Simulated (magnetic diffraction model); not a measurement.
## Magnetic neutron pattern of Ca2FeTeS6

Space group P2_1/c (no. 14), a = 6.7100 Å, b = 6.7370 Å, c = 11.4924 Å, β = 125.01°.

```
site  atom       x       y       z
  2b    Te     1/2       0       0
  2c    Fe       0       0     1/2
  4e    Ca  0.7436  0.0397  0.7469
  4e     S  0.8199  0.4791  0.7481
  4e     S  0.2507  0.1967  0.0388
  4e     S  0.6563  0.2860  0.9545
```

This is a made-up structure (elements placed in a structure type, unrelaxed), so the numbers test the method and describe no known phase.

Only Fe is taken to order (form factors of Fe2+); orders and moment sizes are assumed, and not adapted to the symmetry. Radiation: neutrons of λ = 2.0775 Å, 3° to 35°; isotropic B of 0.32 Å² (Te), 0.4 Å² (Fe), 0.3 Å² (Ca) and 0.46 Å² (S). The intensities are simulated: I ∝ L Σ (|F_N|² + |F_M⊥|²) for unpolarised neutrons, with F_M = 2.695 fm/μB × Σ f(s) S exp(2πi Q·r) exp(−B s²) at Q = H ± k (one set where k and −k are equivalent), only the part normal to Q counting and L = 1/(sin²θ cos θ). For collinear order S is the moment m, which repeats by lattice and centring translations R with the sign exp(−2πi k·R). Form factors are spin-only for 3d ions and dipole or tabulated for f ions, scattering lengths are Sears's of 1992, and absorption is left out. A label names one of the reflections at its angle. The strongest nuclear line in the range is 100, and lines under 0.2 are left out.

Assume the order k = (1/2 0 0), collinear moments along [101], 1.82 μB on Fe; signs + at (0, 0, 1/2), − at (0, 1/2, 0).

Predict the pattern, nuclear and magnetic parts apart.

```csv
2θ (°),index,nuclear,magnetic
10.97,(1/2 0 -1),0.0,36.7
20.84,(1/2 1 0),0.0,25.2
20.96,(1/2 0 1),0.0,2.4
21.79,(1 0 0),3.9,0.0
21.86,(0 1 1),12.3,0.0
22.05,(1 0 -2),8.1,0.0
25.24,(1 1 -1),100.0,0.0
25.50,(0 0 2),45.2,0.0
27.54,(3/2 0 -1),0.0,6.9
27.75,(1/2 1 -2),0.0,7.5
28.24,(1 1 0),3.7,0.0
28.44,(1 1 -2),3.6,0.0
33.08,(3/2 1 -2),0.0,8.8
33.34,(3/2 0 -3),0.0,3.0
33.41,(1/2 0 -3),0.0,0.3
```

The strongest magnetic line in the range is (1/2 0 -1) at 10.97° (36.7). On top of the Lorentz factor, which all lines share, magnetic lines fade with angle because f falls: for Fe2+ it is 0.90, 0.68, 0.45 and 0.15 at sin θ/λ = 0.1, 0.2, 0.3 and 0.5 Å⁻¹, while nuclear lengths stay constant. The order has no net moment.

[Logs are printed without paths, hosts, clocks, repeated set-up lines and the standing remarks that a program may print on its own settings, such as how far it seeks lower states.]
